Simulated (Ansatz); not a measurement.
# Ir(111) with 4 thermally displaced layers, 2x2: scattering by thermal displacements, part 2 of 2

How much do lattice vibrations at 273 K scatter the electrons of Ir? Layers with random displacements are laid between perfect leads, and the resistance is followed against their length. The measured value for the pure metal at this temperature is 4.7 µΩ cm (CRC Handbook of Chemistry and Physics, 84th ed., 2003, Electrical Resistivity of Pure Metals).

Ansatz 0.2.0; Ansatz plane-wave DFT, PBE, PAW files; ballistic transport by layer matching (Landauer), zero bias; PAW set soft_1.

So far, open channels per spin nearest the Fermi level: step 2 (with 4 displaced layers) 5.78.

### Step 3. With 8 displaced layers

Each atom of 8 layers is moved at random, by amounts drawn from a normal law 0.0353 Å wide in each direction from the Debye model (420 K) at 273 K. A fresh draw is used; the growth of the resistance with length is what counts.

System of this step: Ir(111) with 8 thermally displaced layers, 2x2. The cell holds 56 atoms: 56 Ir. Its edges and angles: a = 5.430 Å, b = 5.430 Å, c = 31.073 Å, α = 87.5°, β = 92.5°, γ = 120.0°. It derives from Ir. Regions: lead, 24 atoms (24 Ir); scattering region, 32 atoms (32 Ir). The structure is stacked along c, and the current runs across the ab planes.

input.yaml reads:

```yaml
crystal:
  lattice:
    - [5.4297315514, 0.0, 0.0]
    - [-2.7148657757, 4.7022854592, 0.0]
    - [-1.3574328878, 0.7837142432, 31.0335007294]
  atoms:
    - { symbol: Ir, position: [0.005952381, 0.994047619, 0.0357142857] }
    - { symbol: Ir, position: [0.005952381, 0.494047619, 0.0357142857] }
    - { symbol: Ir, position: [0.505952381, 0.994047619, 0.0357142857] }
    - { symbol: Ir, position: [0.505952381, 0.494047619, 0.0357142857] }
    - { symbol: Ir, position: [0.1845238095, 0.3154761905, 0.1071428571] }
    - { symbol: Ir, position: [0.1845238095, 0.8154761905, 0.1071428571] }
    - { symbol: Ir, position: [0.6845238095, 0.3154761905, 0.1071428571] }
    - { symbol: Ir, position: [0.6845238095, 0.8154761905, 0.1071428571] }
    - { symbol: Ir, position: [0.3630952381, 0.1369047619, 0.1785714286] }
    - { symbol: Ir, position: [0.3630952381, 0.6369047619, 0.1785714286] }
    - { symbol: Ir, position: [0.8630952381, 0.1369047619, 0.1785714286] }
    - { symbol: Ir, position: [0.8630952381, 0.6369047619, 0.1785714286] }
    - { symbol: Ir, position: [0.0583894313, 0.9681415177, 0.250406657] }
    - { symbol: Ir, position: [0.0339160897, 0.4581753858, 0.2507469916] }
    - { symbol: Ir, position: [0.534852889, 0.9612190367, 0.2504891345] }
    - { symbol: Ir, position: [0.5416217679, 0.4495665195, 0.24924706] }
    - { symbol: Ir, position: [0.2133371887, 0.2706472433, 0.3234077683] }
    - { symbol: Ir, position: [0.2181991037, 0.782281387, 0.3211343462] }
    - { symbol: Ir, position: [0.7356141115, 0.2895572316, 0.3221492525] }
    - { symbol: Ir, position: [0.7062324946, 0.7800229647, 0.3222065262] }
    - { symbol: Ir, position: [0.4033642386, 0.0962046753, 0.3949303783] }
    - { symbol: Ir, position: [0.3879154551, 0.596045307, 0.3939211202] }
    - { symbol: Ir, position: [0.906682932, 0.1161919786, 0.3930716556] }
    - { symbol: Ir, position: [0.893066903, 0.5985620416, 0.3916155464] }
    - { symbol: Ir, position: [0.0715488049, 0.9272429968, 0.4649470129] }
    - { symbol: Ir, position: [0.0832870943, 0.4166318927, 0.4662077207] }
    - { symbol: Ir, position: [0.5813414602, 0.9345243692, 0.4637932547] }
    - { symbol: Ir, position: [0.5737312175, 0.4242992346, 0.465459387] }
    - { symbol: Ir, position: [0.2545465986, 0.2399048648, 0.5341881348] }
    - { symbol: Ir, position: [0.248912716, 0.7476348918, 0.5368404632] }
    - { symbol: Ir, position: [0.7510154055, 0.235813952, 0.5367077054] }
    - { symbol: Ir, position: [0.7450656157, 0.7385749576, 0.5364209313] }
    - { symbol: Ir, position: [0.4212303641, 0.068487995, 0.606481018] }
    - { symbol: Ir, position: [0.4349885993, 0.5648693686, 0.6073728396] }
    - { symbol: Ir, position: [0.9364603279, 0.0595116188, 0.6087597682] }
    - { symbol: Ir, position: [0.9426349699, 0.5715914089, 0.6084683359] }
    - { symbol: Ir, position: [0.1214010524, 0.8932291558, 0.6786574452] }
    - { symbol: Ir, position: [0.1031631478, 0.3860365576, 0.6776958111] }
    - { symbol: Ir, position: [0.6047049975, 0.888953474, 0.6779244859] }
    - { symbol: Ir, position: [0.6025324829, 0.379021291, 0.6788768558] }
    - { symbol: Ir, position: [0.298962258, 0.2182671564, 0.7499841667] }
    - { symbol: Ir, position: [0.3039256955, 0.7186457167, 0.7513087537] }
    - { symbol: Ir, position: [0.7809617095, 0.2174959021, 0.7503864478] }
    - { symbol: Ir, position: [0.7958891631, 0.7110485301, 0.7504355328] }
    - { symbol: Ir, position: [0.4702380952, 0.0297619048, 0.8214285714] }
    - { symbol: Ir, position: [0.4702380952, 0.5297619048, 0.8214285714] }
    - { symbol: Ir, position: [0.9702380952, 0.0297619048, 0.8214285714] }
    - { symbol: Ir, position: [0.9702380952, 0.5297619048, 0.8214285714] }
    - { symbol: Ir, position: [0.1488095238, 0.8511904762, 0.8928571429] }
    - { symbol: Ir, position: [0.1488095238, 0.3511904762, 0.8928571429] }
    - { symbol: Ir, position: [0.6488095238, 0.8511904762, 0.8928571429] }
    - { symbol: Ir, position: [0.6488095238, 0.3511904762, 0.8928571429] }
    - { symbol: Ir, position: [0.3273809524, 0.1726190476, 0.9642857143] }
    - { symbol: Ir, position: [0.3273809524, 0.6726190476, 0.9642857143] }
    - { symbol: Ir, position: [0.8273809524, 0.1726190476, 0.9642857143] }
    - { symbol: Ir, position: [0.8273809524, 0.6726190476, 0.9642857143] }
kpoints:
  mp_grid: { grid: [5, 5, 1] }
hamiltonian:
  xc: pbe
  pseudopotentials: { kind: paw, azcp: { folder: soft_1 } }
scf:
  occupations: { method: fermi_dirac, width: 0.1 }
output:
  transmission:
    leads: [[0, 4]]
    kmesh: [10, 10]
    e_range: [-0.05, 0.05]
    de: 0.05
  write_potential: true
  write_density: true
  volumetric_format: npy
```

Launch:

```
ansatz run input.yaml --threads 8 --pin off --max-ram 15360MiB --backend cpu --events-out ev --progress --plain --runs-dir out
```

Numbers of over 12 decimals in the logs are rounded to 6 here.

The log of the run:

```text
[...]
Crystal: 56 atoms, lattice volume = 792.352 Å³
Basis set: ecut = 420 eV, 15385 PW (Γ)
Bands: 572, of which v1, the nominal top of the filled ones, is band 476 counted from 1 (475 counted from 0)
Symmetry: 1 space group operations
[...]
k-points: 13 of 25 (time reversal used)
[...]
SCF iter   1: F=—  HF=-668466.521675 eV  |F-HF|=—  |Δ(HF+E_count)|=         —  Δρ=4.95e-2  dr2=1.38e1  ethr=3.10e-3  ⟨swp⟩=5.0  Hψ=23517  notcnv=0  defer=57
[...]
SCF iter   8: F=-668462.191704 eV  HF=-668462.191704 eV  |F-HF|=3.84e-8  |Δ(HF+E_count)|=   3.75e-8  Δρ=1.85e-6  dr2=5.02e-8  ethr=1.05e-11  ⟨swp⟩=7.0  Hψ=18505  notcnv=0
SCF 1 converged in 8 iterations: F = -668462.191704 eV  dr2 = 5.02e-8
[...]
transmission: 304 of 2964 steps passed
transmission: 604 of 2964 steps passed
[...]
transmission: 2964 of 2964 steps passed
SCF converged after 8 iterations
Free energy (F): -668462.191704 eV
[...]
Internal energy: -668460.466117 eV  (E = F + TS)
E sigma→0 (E₀):  -668461.328911 eV
Entropy (-TS):   -1.725586 eV (-30.814 meV/atom)
Fermi energy:    25.827481 eV
[...]
--- Band table (eV; the first three rows and the last of 13) ---
  k-point 0: bands = [... 472 lower, 26.6737, 26.6783, 26.6929, 26.6958, 26.6991, 26.7039, 26.7063, 26.7096, ... 92 higher]
  k-point 1: bands = [... 472 lower, 26.1110, 26.1190, 26.1479, 26.1569, 26.1778, 26.1839, 26.2046, 26.2323, ... 92 higher]
  k-point 2: bands = [... 472 lower, 25.1071, 25.1471, 25.2069, 25.3173, 25.3608, 25.3973, 25.4628, 25.4868, ... 92 higher]
  k-point 12: bands = [... 472 lower, 25.7537, 25.7861, 25.8222, 25.8377, 25.8610, 25.8692, 25.8897, 25.9019, ... 92 higher]
--- Transmission ---
  basis      : 223 plane waves across, 57 finite elements along
  points     : 52, standing for a mesh of 10 x 10
[...]
channels       : 5.780000e0 a spin
[...]
junction   : crystal 0 to crystal 0, 0.70 to 29.51 Å
    transmission   : 5.179664e0 a spin
[...]
```

Elapsed: 3.9 min, on 8 threads of Intel Xeon at 2.60GHz (Ice Lake), shared host; peak memory 8.3 GiB; 25 min of CPU time.

Numbers from this step:

```
free energy                                   : -668462.1917 eV
energy at zero smearing                       : -668461.3289 eV
transmission per spin nearest the Fermi level : 5.180
step of the lead's potential                  : 3.4 meV
```

Per spin. The transmission, zone mean by energy, zero at the Fermi level:

| energy (eV) | transmission, zone mean |
| --- | --- |
| -0.0500 | 5.31 |
| 0.0000 | 5.18 |
| 0.0500 | 5.43 |

Over the solved energies the transmission per spin lies between 5.18 and 5.43, out of 5.94 channels of the lead on average (up to 6.14).

### Step 4. With 12 displaced layers

Each atom of 12 layers is moved at random, by amounts drawn from a normal law 0.0353 Å wide in each direction from the Debye model (420 K) at 273 K. A fresh draw is used; the growth of the resistance with length is what counts.

System of this step: Ir(111) with 12 thermally displaced layers, 2x2. The cell holds 72 atoms: 72 Ir. Its edges and angles: a = 5.430 Å, b = 5.430 Å, c = 39.900 Å, α = 90.0°, β = 90.0°, γ = 120.0°. It derives from Ir. Regions: lead, 24 atoms (24 Ir); scattering region, 48 atoms (48 Ir). The structure is stacked along c, and the current runs across the ab planes.

input.yaml reads:

```yaml
crystal:
  lattice:
    - [5.4297315514, 0.0, 0.0]
    - [-2.7148657757, 4.7022854592, 0.0]
    - [0.0, 0.0, 39.9002152235]
  atoms:
    - { symbol: Ir, position: [0.0, 0.0, 0.0277777778] }
    - { symbol: Ir, position: [0.0, 0.5, 0.0277777778] }
    - { symbol: Ir, position: [0.5, 0.0, 0.0277777778] }
    - { symbol: Ir, position: [0.5, 0.5, 0.0277777778] }
    - { symbol: Ir, position: [0.1666666667, 0.3333333333, 0.0833333333] }
    - { symbol: Ir, position: [0.1666666667, 0.8333333333, 0.0833333333] }
    - { symbol: Ir, position: [0.6666666667, 0.3333333333, 0.0833333333] }
    - { symbol: Ir, position: [0.6666666667, 0.8333333333, 0.0833333333] }
    - { symbol: Ir, position: [0.3333333333, 0.1666666667, 0.1388888889] }
    - { symbol: Ir, position: [0.3333333333, 0.6666666667, 0.1388888889] }
    - { symbol: Ir, position: [0.8333333333, 0.1666666667, 0.1388888889] }
    - { symbol: Ir, position: [0.8333333333, 0.6666666667, 0.1388888889] }
    - { symbol: Ir, position: [0.0007296683, 0.997304689, 0.1927614592] }
    - { symbol: Ir, position: [0.9962737986, 0.4939642603, 0.1954004106] }
    - { symbol: Ir, position: [0.49843543, 0.0006268702, 0.1936925262] }
    - { symbol: Ir, position: [0.4966358407, 0.4999133908, 0.1931298577] }
    - { symbol: Ir, position: [0.1682239026, 0.3325367685, 0.2489506143] }
    - { symbol: Ir, position: [0.1529960776, 0.837186172, 0.2497366322] }
    - { symbol: Ir, position: [0.6623330161, 0.3315598962, 0.2516076175] }
    - { symbol: Ir, position: [0.6666680239, 0.8339838131, 0.2486839108] }
    - { symbol: Ir, position: [0.3474918762, 0.1735566744, 0.3064998142] }
    - { symbol: Ir, position: [0.3370852503, 0.6735504174, 0.3058838509] }
    - { symbol: Ir, position: [0.8367497769, 0.1655237518, 0.3042511353] }
    - { symbol: Ir, position: [0.8327591023, 0.6521358095, 0.3053432068] }
    - { symbol: Ir, position: [0.9947541254, 0.9921684921, 0.3616537373] }
    - { symbol: Ir, position: [0.9970567847, 0.4967192746, 0.3615711814] }
    - { symbol: Ir, position: [0.5021159204, 0.0104307445, 0.3614221559] }
    - { symbol: Ir, position: [0.489614787, 0.485399263, 0.3599537234] }
    - { symbol: Ir, position: [0.1735449072, 0.3329533149, 0.4164160953] }
    - { symbol: Ir, position: [0.1725375034, 0.8237010947, 0.4161483478] }
    - { symbol: Ir, position: [0.6657947648, 0.3377365173, 0.4160794248] }
    - { symbol: Ir, position: [0.656650228, 0.8212792335, 0.4173121555] }
    - { symbol: Ir, position: [0.3367873848, 0.1630892471, 0.4723667813] }
    - { symbol: Ir, position: [0.3231549805, 0.663123518, 0.4734417363] }
    - { symbol: Ir, position: [0.842891067, 0.1840166729, 0.4715255409] }
    - { symbol: Ir, position: [0.8363731479, 0.6651984876, 0.4727229823] }
    - { symbol: Ir, position: [0.9978459017, 0.9957856022, 0.5270099196] }
    - { symbol: Ir, position: [0.0196496821, 0.4994191662, 0.5259929928] }
    - { symbol: Ir, position: [0.498327717, 0.0050918367, 0.5273352603] }
    - { symbol: Ir, position: [0.512611546, 0.5075276537, 0.527642955] }
    - { symbol: Ir, position: [0.1598227417, 0.3257876359, 0.582713849] }
    - { symbol: Ir, position: [0.1616083121, 0.8423779202, 0.5847411353] }
    - { symbol: Ir, position: [0.6540603109, 0.3244593154, 0.581768165] }
    - { symbol: Ir, position: [0.648734459, 0.8100058512, 0.5823223936] }
    - { symbol: Ir, position: [0.3404699385, 0.1640707892, 0.639645213] }
    - { symbol: Ir, position: [0.3367642944, 0.6798886505, 0.6390652008] }
    - { symbol: Ir, position: [0.8404328627, 0.1858344613, 0.6386017248] }
    - { symbol: Ir, position: [0.8261491919, 0.6681829388, 0.6388545191] }
    - { symbol: Ir, position: [0.0034743155, 0.9930788577, 0.695156635] }
    - { symbol: Ir, position: [0.0030388388, 0.4949859064, 0.6945889187] }
    - { symbol: Ir, position: [0.5034052609, 0.0176161825, 0.6938212669] }
    - { symbol: Ir, position: [0.4930513795, 0.4919959364, 0.6941381202] }
    - { symbol: Ir, position: [0.169511363, 0.3390991561, 0.7494597071] }
    - { symbol: Ir, position: [0.1601398128, 0.8226960031, 0.7492677325] }
    - { symbol: Ir, position: [0.6884988597, 0.3411526986, 0.7493084241] }
    - { symbol: Ir, position: [0.6543057077, 0.826007054, 0.7499808032] }
    - { symbol: Ir, position: [0.3307642456, 0.1610767839, 0.8044169114] }
    - { symbol: Ir, position: [0.3442798302, 0.6700586634, 0.8052240554] }
    - { symbol: Ir, position: [0.8299099614, 0.1626900817, 0.8029570967] }
    - { symbol: Ir, position: [0.8300658414, 0.6586272597, 0.8046681599] }
    - { symbol: Ir, position: [0.0, 0.0, 0.8611111111] }
    - { symbol: Ir, position: [0.0, 0.5, 0.8611111111] }
    - { symbol: Ir, position: [0.5, 0.0, 0.8611111111] }
    - { symbol: Ir, position: [0.5, 0.5, 0.8611111111] }
    - { symbol: Ir, position: [0.1666666667, 0.3333333333, 0.9166666667] }
    - { symbol: Ir, position: [0.1666666667, 0.8333333333, 0.9166666667] }
    - { symbol: Ir, position: [0.6666666667, 0.3333333333, 0.9166666667] }
    - { symbol: Ir, position: [0.6666666667, 0.8333333333, 0.9166666667] }
    - { symbol: Ir, position: [0.3333333333, 0.1666666667, 0.9722222222] }
    - { symbol: Ir, position: [0.3333333333, 0.6666666667, 0.9722222222] }
    - { symbol: Ir, position: [0.8333333333, 0.1666666667, 0.9722222222] }
    - { symbol: Ir, position: [0.8333333333, 0.6666666667, 0.9722222222] }
kpoints:
  mp_grid: { grid: [5, 5, 1] }
hamiltonian:
  xc: pbe
  pseudopotentials: { kind: paw, azcp: { folder: soft_1 } }
scf:
  occupations: { method: fermi_dirac, width: 0.1 }
output:
  transmission:
    leads: [[0, 4]]
    kmesh: [10, 10]
    e_range: [-0.05, 0.05]
    de: 0.05
  write_potential: true
  write_density: true
  volumetric_format: npy
```

The log of the run:

```text
[...]
Crystal: 72 atoms, lattice volume = 1018.738 Å³
Basis set: ecut = 420 eV, 19879 PW (Γ)
Bands: 735, of which v1, the nominal top of the filled ones, is band 612 counted from 1 (611 counted from 0)
Symmetry: 1 space group operations
[...]
k-points: 13 of 25 (time reversal used)
[...]
SCF iter   1: F=—  HF=-859456.551001 eV  |F-HF|=—  |Δ(HF+E_count)|=         —  Δρ=4.94e-2  dr2=1.78e1  ethr=3.10e-3  ⟨swp⟩=5.0  Hψ=29738  notcnv=0  defer=186
[...]
SCF iter   8: F=-859451.002307 eV  HF=-859451.002307 eV  |F-HF|=3.25e-8  |Δ(HF+E_count)|=   1.19e-7  Δρ=1.95e-6  dr2=5.29e-8  ethr=8.17e-12  ⟨swp⟩=6.7  Hψ=26280  notcnv=0
SCF 1 converged in 8 iterations: F = -859451.002307 eV  dr2 = 5.29e-8
[...]
transmission: 400 of 3900 steps passed
transmission: 784 of 3900 steps passed
[...]
transmission: 3900 of 3900 steps passed
SCF converged after 8 iterations
Free energy (F): -859451.002307 eV
[...]
Internal energy: -859448.805378 eV  (E = F + TS)
E sigma→0 (E₀):  -859449.903842 eV
Entropy (-TS):   -2.196930 eV (-30.513 meV/atom)
Fermi energy:    25.833245 eV
[...]
--- Band table (eV; the first three rows and the last of 13) ---
  k-point 0: bands = [... 608 lower, 26.6676, 26.6717, 26.6821, 26.6896, 26.6937, 26.6960, 26.6985, 26.7006, ... 119 higher]
  k-point 1: bands = [... 608 lower, 26.1385, 26.1473, 26.1582, 26.1643, 26.1728, 26.1796, 26.1979, 26.2019, ... 119 higher]
  k-point 2: bands = [... 608 lower, 25.1795, 25.2192, 25.2582, 25.2886, 25.3108, 25.3411, 25.3752, 25.4157, ... 119 higher]
  k-point 12: bands = [... 608 lower, 25.8143, 25.8295, 25.8389, 25.8559, 25.8648, 25.8751, 25.8873, 25.8988, ... 119 higher]
--- Transmission ---
  basis      : 223 plane waves across, 75 finite elements along
  points     : 52, standing for a mesh of 10 x 10
[...]
channels       : 6.020000e0 a spin
[...]
junction   : crystal 0 to crystal 0, 0.70 to 38.38 Å
    transmission   : 4.848589e0 a spin
[...]
```

It took 6.3 min on 8 threads; peak memory 7.7 GiB; 42 min of CPU time.

This step gave:

* free energy: -859451.0023 eV
* energy at zero smearing: -859449.9038 eV
* transmission per spin nearest the Fermi level: 4.849
* open channels per spin nearest the Fermi level: 6.02
* step of the lead's potential: 7.9 meV

Per spin. The transmission, zone mean by energy, zero at the Fermi level:

| energy (eV) | transmission, zone mean |
| --- | --- |
| -0.0500 | 4.96 |
| 0.0000 | 4.85 |
| 0.0500 | 5.08 |

Over the solved energies the transmission per spin lies between 4.85 and 5.08, out of 6.06 channels of the lead on average (up to 6.26).

### Step 5. The fit

This step: Ansatz plane-wave DFT, PBE, PAW files; ballistic transport by layer matching (Landauer), zero bias; resistivity from the slope of the area resistance; PAW set soft_1 (Ansatz 0.2.0).

This step gave:

| Quantity | Value |
| --- | --- |
| resistivity | 5.338 µΩ cm |
| intercept | -0.02403 fΩ m² |
| scatter about the fit | 0.003062 fΩ m² |

Resistance, by row:

| run | length (Å) | T | channels N | RA (fΩ m²) |
| --- | --- | --- | --- | --- |
| n4 | 8.867 | 5.679 | 5.94 | 0.02547 |
| n8 | 17.73 | 5.306 | 5.94 | 0.0663 |
| n12 | 26.6 | 4.963 | 6.06 | 0.1201 |

Area resistance against length of the displaced region:

| length of the displaced region (Å) | area resistance (fΩ m²) |
| --- | --- |
| 8.87 | 0.0255 |
| 17.73 | 0.0663 |
| 26.60 | 0.120 |

The area resistance goes from 0.025 to 0.12 fΩ m² between 8.9 and 26.6 Å, a slope of 5.3 µΩ cm.

By hand from the end points: (0.1201 − 0.02547) fΩ m² / (26.60 − 8.87) Å = 5.3 µΩ cm, since 1 fΩ m² per Å is 1000 µΩ cm.

### Step 6. What came out

```json
{
 "resistivity from the slope": "5.34 µΩ cm",
 "area resistance over 8.87 Å": "0.0255 fΩ m²",
 "area resistance over 17.7 Å": "0.0663 fΩ m²",
 "area resistance over 26.6 Å": "0.120 fΩ m²"
}
```

In words: The slope gives 5.3 µΩ cm. The points scatter by 0.0031 fΩ m² about the line, with one random draw a length in a 2x2 cell, so the slope is a rough value. The mean square of the displacements drawn is 0.78, 0.99 and 1.2 of the nominal one at the three lengths; with each resistance scaled back by that, the slope is 3.9 µΩ cm, the value used below. The lead's own channel count moves between the runs (5.94, 5.94 and 6.06), which shifts RA and the slope too. Read with a model of isotropic scattering on a spherical Fermi surface and the lead's 1.8×10¹⁵ S/m², this slope means a mean free path near 121 Å; over these lengths the model's slope is 1.14 times its bulk resistivity, which would be 3.4 µΩ cm. Uncorrelated displacements put too much weight on short waves, which scatter strongly; with the sideways repeat of a small cell, one draw and three short lengths, the method is good to a factor of two or three. The measured value is 4.7 µΩ cm (CRC Handbook of Chemistry and Physics, 84th ed., 2003, Electrical Resistivity of Pure Metals); the scaled slope is 0.83 times that and the corrected value 0.73: fair for so small a cell. Spin-orbit coupling is left out, which matters for Ir.

[Logs are printed without paths, hosts, clocks, repeated set-up lines and the standing remarks that a program may print on its own settings, such as how far it seeks lower states.]

[Hosts, paths, dates, database ids (printed as entryN), source tags and the programs' standing remarks are cut or masked in the printed files.]
